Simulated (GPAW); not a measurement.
**Dielectric function and optical constants of SiO2 (Stishovite)**

Wanted: where SiO2 (Stishovite) starts to absorb, how strongly, and its refractive index.

Program: GPAW 26.7.0. Level of theory: DFT, PBE, plane-wave PAW (GPAW data sets), scalar-relativistic, RPA, optical limit. Results are calculated unless marked as measured.

## (1) Set-up

It takes space group P4_2/mnm (No. 136, tetragonal). Conventional cell: a = 4.177 Å, b = 4.177 Å, c = 2.665 Å, α = 90.00°, β = 90.00°, γ = 90.00°. Nearest to Si lie 6 O at 1.76 to 1.81 Å. Nearest to O lie 3 Si at 1.76 to 1.81 Å. Farther neighbours and most contacts between anions are not listed.

Coordinates:

```xyz
6
Lattice="4.1773 0.0000 0.0000 0.0000 4.1773 0.0000 0.0000 0.0000 2.6652" Properties=species:S:1:pos:R:3 pbc="T T T"
Si    2.0886    2.0886    1.3326
Si    0.0000    0.0000    0.0000
O     3.3665    0.8108    1.3326
O     2.8995    2.8995    0.0000
O     0.8108    3.3665    1.3326
O     1.2778    1.2778    0.0000
```

## (2) Bands for the response

The response needs many more empty bands than the density does.

This step: DFT, PBE, plane-wave PAW (GPAW data sets), scalar-relativistic, bands at fixed density (GPAW 26.7.0).

The input, nscf.py:

```python
from ase.dft.bandgap import bandgap
from gpaw import GPAW, FermiDirac

calc = GPAW('gs.gpw').fixed_density(kpts={'size': (8, 8, 12), 'gamma': True}, nbands=49, convergence={'bands': 43},
                                    occupations=FermiDirac(0.001), txt='nscf.txt')
print('gap (eV)', bandgap(calc, output=None)[0])
print('direct gap (eV)', bandgap(calc, direct=True, output=None)[0])
print('top band over the Fermi level (eV)', min(calc.get_eigenvalues(kpt=k)[42] for k in range(len(calc.get_ibz_k_points()))) - calc.get_fermi_level())
calc.write('full.gpw', mode='all')
```

Run with:

```console
$ OMP_NUM_THREADS=1 python nscf.py
```

Numbers of over 12 decimals in the logs are rounded to 6 here.

The log of the run:

```text
Diagonalizing LCAO Hamiltonian
Converting LCAO to pw mode
convergence criteria:
- Maximum integral of absolute [eigenst]ate change: 4e-08 eV^2 / valence electron
maximum number of iterations: 150

SCF iterations
|iter     |      energy | eigst |  dens |
|iter:   1||             | +3.35 |       |
|iter:   2||             | +2.15 |       |
|iter:   3||             | +1.12 |       |
|iter:   4||             | -0.16 |       |
|iter:   5||             | -1.31 |       |
|iter:   6||             | -2.40 |       |
|iter:   7||             | -3.24 |       |
|iter:   8||             | -4.20 |       |
|iter:   9||             | -4.97 |       |
|iter:  10||             | -5.82 |       |
|iter:  11||             | -6.50 |       |
|iter:  12||             | -7.28 |       |
|iter:  13||             | -7.90c|       |
SCF steps: 13
  __  _  _
 | _ |_)|_||  |
 |__||  | ||/\| - 26.7.0

Versions:
  Python: 3.12.14
  ASE:    3.29.0
  Numpy:  2.5.5
  Scipy:  1.18.1
  Libxc:  7.0.0

Input parameters:
  mode=PW(ecut=550.0),
  convergence={'bands': 43},
  gpts=array([24, 24, 15]),
  kpts=MonkhorstPack(size=(8, 8, 12), gamma=True),
  maxiter=150,
  nbands=49,
  occupations=Occupations(name='fermi-dirac', width=0.001, fixmagmom=False),
  parallel={},
  xc=XC(name='PBE')

--- standard output ---
gap (eV) 5.660992
direct gap (eV) 5.660992
top band over the Fermi level (eV) 28.261268
```

Elapsed: 3.5 min, on 1 thread of Arm Neoverse V1, shared host; peak memory 0.36 GiB.

Numbers from this step:

```
gap on the k-mesh      : 5.661 eV
direct gap on the mesh : 5.661 eV
```

## (3) Dielectric function, RPA

Transitions between filled and empty bands, summed over the zone, give the optical response, so mesh, band count and broadening shape it.

The induced potential is part of this response.

This step: DFT, PBE, plane-wave PAW (GPAW data sets), scalar-relativistic, RPA, optical limit (GPAW 26.7.0).

The input, df.py:

```python
from gpaw.response.df import DielectricFunction

df = DielectricFunction('full.gpw', frequencies={'type': 'nonlinear', 'domega0': 0.03, 'omega2': 8},
                        ecut=70,
                        eta=0.12,
                        nbands=43,
                        txt='df.txt')
for direction in ['x', 'z']:
    df.get_dielectric_function(xc='RPA', direction=direction, filename=f'df_{direction}.csv')
```

Run with:

```console
$ OMP_NUM_THREADS=1 python df.py
```

The log of the run:

```text
Using integrator: PointIntegrator
NonLinearFrequencyDescriptor(from 0.000 to 57.539 eV, 483 points)
Nonperiodic BCs:  [False False False]
Using integrator: PointIntegrator
NonLinearFrequencyDescriptor(from 0.000 to 57.539 eV, 483 points)
Nonperiodic BCs:  [False False False]

Calculating chi0 body with:
    Ground state adapter containing:
    Number of spins: 1
    Number of kpoints: 768
    Number of irreducible kpoints: 147
    Number of completely occupied states: 16
    Number of partially occupied states: 16

    Linear response parametrization:
    q_c: [0.0, 0.0, 0.0]
    Number of frequency points: 483
    Planewave cutoff: 70.0
    Number of bands: 43
    Number of planewaves: 67
    Broadening (eta): 0.12

Integrating chi0 body.

Symmetries of q_c:
    Direct symmetries (Uq -> q): 8
    Indirect symmetries (TUq -> q): 0
In total 8 allowed symmetries.

147 groups of equivalent kpoints. 80.859375% reduction.

Integral kind: spectral function

Calculating chi0 optical extensions with:
    Ground state adapter containing:
    Number of spins: 1
    Number of kpoints: 768
    Number of irreducible kpoints: 147
    Number of completely occupied states: 16
    Number of partially occupied states: 16

    Linear response parametrization:
    Number of frequency points: 483
    Planewave cutoff: 70.0
    Number of bands: 43
    Number of planewaves: 67
    Broadening (eta): 0.12
Integrating chi0 head and wings.

Symmetries of q_c:
    Direct symmetries (Uq -> q): 8
    Indirect symmetries (TUq -> q): 0
In total 8 allowed symmetries.

147 groups of equivalent kpoints. 80.859375% reduction.

Integral kind: spectral function wings
```

Elapsed: 33 s, on 1 thread; peak memory 0.31 GiB.

This step gave:

```
electronic dielectric constant ε∞, mean over x, y and z (by symmetry where fewer were run) : 3.260
```

Some rows of df_x.csv (energy; Re and Im without local fields; Re and Im with them):

```text
0.000000, 3.318911, -0.000000, 3.204518, -0.000000
0.429336, 3.321324, 0.001352, 3.206808, 0.001283
0.878195, 3.329056, 0.002791, 3.214145, 0.002649
1.347938, 3.343015, 0.004357, 3.227396, 0.004137
1.840057, 3.364411, 0.006105, 3.247718, 0.005800
2.356191, 3.394893, 0.008113, 3.276692, 0.007716
2.898142, 3.436779, 0.010505, 3.316551, 0.010003
3.467895, 3.493457, 0.013483, 3.370572, 0.012864
4.067647, 3.570186, 0.017422, 3.443877, 0.016669
4.699832, 3.675928, 0.023133, 3.545252, 0.022227
5.367152, 3.828800, 0.033019, 3.692622, 0.031947
6.072622, 4.079339, 0.067739, 3.936691, 0.066256
6.819608, 4.434397, 0.337442, 4.285654, 0.339900
7.611886, 4.415827, 0.566793, 4.240553, 0.581904
8.453705, 4.865071, 0.806189, 4.657608, 0.808887
9.349861, 5.245295, 1.774044, 5.044711, 1.726980
10.305790, 4.769437, 2.273665, 4.519941, 2.483936
11.327680, 5.463652, 2.869848, 4.776136, 2.654646
12.422601, 3.939208, 4.700331, 3.586260, 4.329475
13.598673, 3.185175, 4.727658, 2.824942, 4.010326
```

Values under the direct gap are tails of Lorentzian lines. Table of Im ε by photon energy; read off at these points:

```csv
photon energy (eV),E ∥ x,E ∥ z
0.00,0,0
0.50,0.00150,0.00153
1.00,0.00303,0.00310
1.50,0.00464,0.00473
2.00,0.00637,0.00646
2.50,0.00829,0.00833
3.00,0.0105,0.0104
3.50,0.0130,0.0128
4.00,0.0162,0.0155
4.50,0.0202,0.0187
5.00,0.0259,0.0227
5.50,0.0349,0.0277
6.00,0.0599,0.0345
6.50,0.190,0.0454
7.00,0.425,0.0640
7.50,0.710,0.142
8.00,0.677,0.256
8.50,0.843,0.690
9.00,1.16,1.19
9.50,1.98,1.01
10.00,2.28,1.95
10.50,2.64,2.80
11.00,2.14,2.83
11.50,2.72,4.55
12.00,3.97,6.16
12.34,4.50,8.25
12.42,4.33,8.48
12.50,4.23,8.16
13.00,3.93,6.85
13.50,4.14,5.25
```

Re ε against photon energy:

```csv
photon energy (eV),E ∥ x,E ∥ z
0.0,3.20,3.37
0.5,3.21,3.38
1.0,3.22,3.39
1.5,3.23,3.40
2.0,3.26,3.42
2.5,3.29,3.46
3.0,3.33,3.49
3.5,3.37,3.54
4.0,3.43,3.60
4.5,3.51,3.67
5.0,3.61,3.76
5.5,3.73,3.86
6.0,3.91,3.99
6.5,4.14,4.15
7.0,4.34,4.37
7.5,4.25,4.63
8.0,4.44,5.03
8.5,4.71,5.31
9.0,5.09,5.65
9.5,4.97,5.70
10.0,4.71,6.09
10.5,4.28,6.00
11.0,4.48,6.67
11.5,4.69,7.02
12.0,4.79,6.21
12.5,3.56,3.02
13.0,2.92,1.56
13.5,2.82,0.131
```

The loss function −Im 1/ε at q → 0 has structure finer than the step of the table below, so its rows give means over 0.5 eV, whole bins alone (the curve runs from 0 to 14.0 eV). Peaks (eV: height): E ∥ x 10.66: 0.112, 13.60: 0.167; E ∥ z 13.77: 0.212.

Values under the direct gap are tails of Lorentzian lines. Table of loss function −Im 1/ε at q → 0 by energy loss; means over each step:

```csv
energy loss (eV),E ∥ x,E ∥ z
0.5,1.5e-4,1.3e-4
1.0,2.9e-4,2.7e-4
1.5,4.4e-4,4.1e-4
2.0,6.0e-4,5.5e-4
2.5,7.7e-4,7.0e-4
3.0,9.5e-4,8.5e-4
3.5,0.00115,0.00102
4.0,0.00137,0.00119
4.5,0.00164,0.00139
5.0,0.00200,0.00161
5.5,0.00254,0.00186
6.0,0.00400,0.00218
6.5,0.0105,0.00263
7.0,0.0240,0.00350
7.5,0.0328,0.00648
8.0,0.0343,0.0112
8.5,0.0386,0.0232
9.0,0.0465,0.0360
9.5,0.0679,0.0347
10.0,0.0848,0.0469
10.5,0.103,0.0619
11.0,0.0918,0.0563
11.5,0.0906,0.0661
12.0,0.104,0.0812
12.5,0.136,0.107
13.0,0.159,0.135
13.5,0.161,0.185
```

The reflectivity at normal incidence has structure finer than the step of the table below, so its rows give means over 0.5 eV, whole bins alone (the curve runs from 0 to 14.0 eV). Peaks (eV: height): E ∥ x 10.10: 16.8, 12.26: 22.1; E ∥ z 13.34: 33.7.

Table of reflectivity at normal incidence by photon energy; means over each step:

```csv
photon energy (eV),E ∥ x (%),E ∥ z (%)
0.5,8.03,8.71
1.0,8.07,8.75
1.5,8.14,8.81
2.0,8.23,8.91
2.5,8.35,9.03
3.0,8.51,9.18
3.5,8.70,9.37
4.0,8.95,9.60
4.5,9.24,9.88
5.0,9.62,10.2
5.5,10.1,10.6
6.0,10.8,11.1
6.5,11.7,11.7
7.0,12.4,12.5
7.5,12.5,13.4
8.0,13.0,14.7
8.5,14.0,15.9
9.0,15.5,16.9
9.5,16.4,17.4
10.0,16.6,19.6
10.5,16.3,20.3
11.0,15.8,21.9
11.5,18.1,25.7
12.0,20.9,28.6
12.5,21.5,32.3
13.0,20.2,31.9
13.5,20.4,30.5
```

Refractive index n and extinction k against photon energy:

```csv
photon energy (eV),"n, E ∥ x","k, E ∥ x","n, E ∥ z","k, E ∥ z"
0,1.79,0,1.84,0
1,1.79,8.4e-4,1.84,8.4e-4
2,1.80,0.00177,1.85,0.00174
3,1.82,0.00287,1.87,0.00278
4,1.85,0.00437,1.90,0.00408
5,1.90,0.00681,1.94,0.00585
6,1.98,0.0152,2.00,0.00864
7,2.09,0.102,2.09,0.0153
8,2.11,0.160,2.24,0.0571
9,2.27,0.256,2.39,0.248
10,2.23,0.512,2.50,0.391
11,2.17,0.493,2.64,0.537
12,2.35,0.846,2.74,1.13
13,1.98,0.995,2.07,1.65
```

At chosen wavelengths:

```csv
wavelength (nm),n x,k x,R (%) x,1/α x,n z,k z,R (%) z,1/α z
633,1.80,0.002,8.2,29 µm,1.85,0.002,8.9,30 µm
532,1.81,0.002,8.3,20 µm,1.86,0.002,9.0,20 µm
450,1.82,0.003,8.4,14 µm,1.86,0.003,9.1,14 µm
405,1.83,0.003,8.5,11 µm,1.87,0.003,9.2,11 µm
365,1.83,0.003,8.7,8.5 µm,1.88,0.003,9.3,8.9 µm
248,1.90,0.007,9.6,2.9 µm,1.94,0.006,10.2,3.4 µm
193,2.03,0.040,11.6,387 nm,2.03,0.011,11.6,1.4 µm
```

Below the direct gap, k and the depth come from the tails of the Lorentzian lines, not from transitions.

Rows near the edge hang on the gap, which this functional as a rule makes too small, and phonon-assisted absorption is left out.

## (4) Outcome

| Quantity | Value |
| --- | --- |
| electronic dielectric constant ε∞, mean over x, y and z (by symmetry where fewer were run) (RPA) | 3.26 |

At this level (PBE, RPA) SiO2 has a mean ε∞ = 3.26 and n = 1.79 at 1550 nm (E ∥ x). On the mesh the gap is 5.66 eV and the least direct gap 5.66 eV. Local fields change the static value along x from 3.32 to 3.20 (-3 %). Distinct maxima of Im ε, read by a parabola through the highest points, lie at 10.50 eV (2.6), 12.31 eV (4.5) and 13.42 eV (4.2) for E ∥ x. The static values by axis are 3.20 (x), 3.37 (z). Excitons and phonon-assisted transitions are missing; PBE gaps are as a rule too small, which pulls the onset down and ε∞ up. The sum runs over mesh points, so small or evenly spaced maxima can still be ripples of the mesh. In this version of GPAW the matrix elements of the optical limit are incomplete, which can lower ε − 1 by up to a tenth where first-row anions or d states rule, and shift it by more in d metals.

[Machine, clock and banner lines and Python warnings are left out of the logs.]

[Logs are printed without paths, hosts, clocks, repeated set-up lines and the standing remarks that a program may print on its own settings, such as how far it seeks lower states.]

[Hosts, paths, dates, database ids (printed as entryN), source tags and the programs' standing remarks are cut or masked in the printed files.]
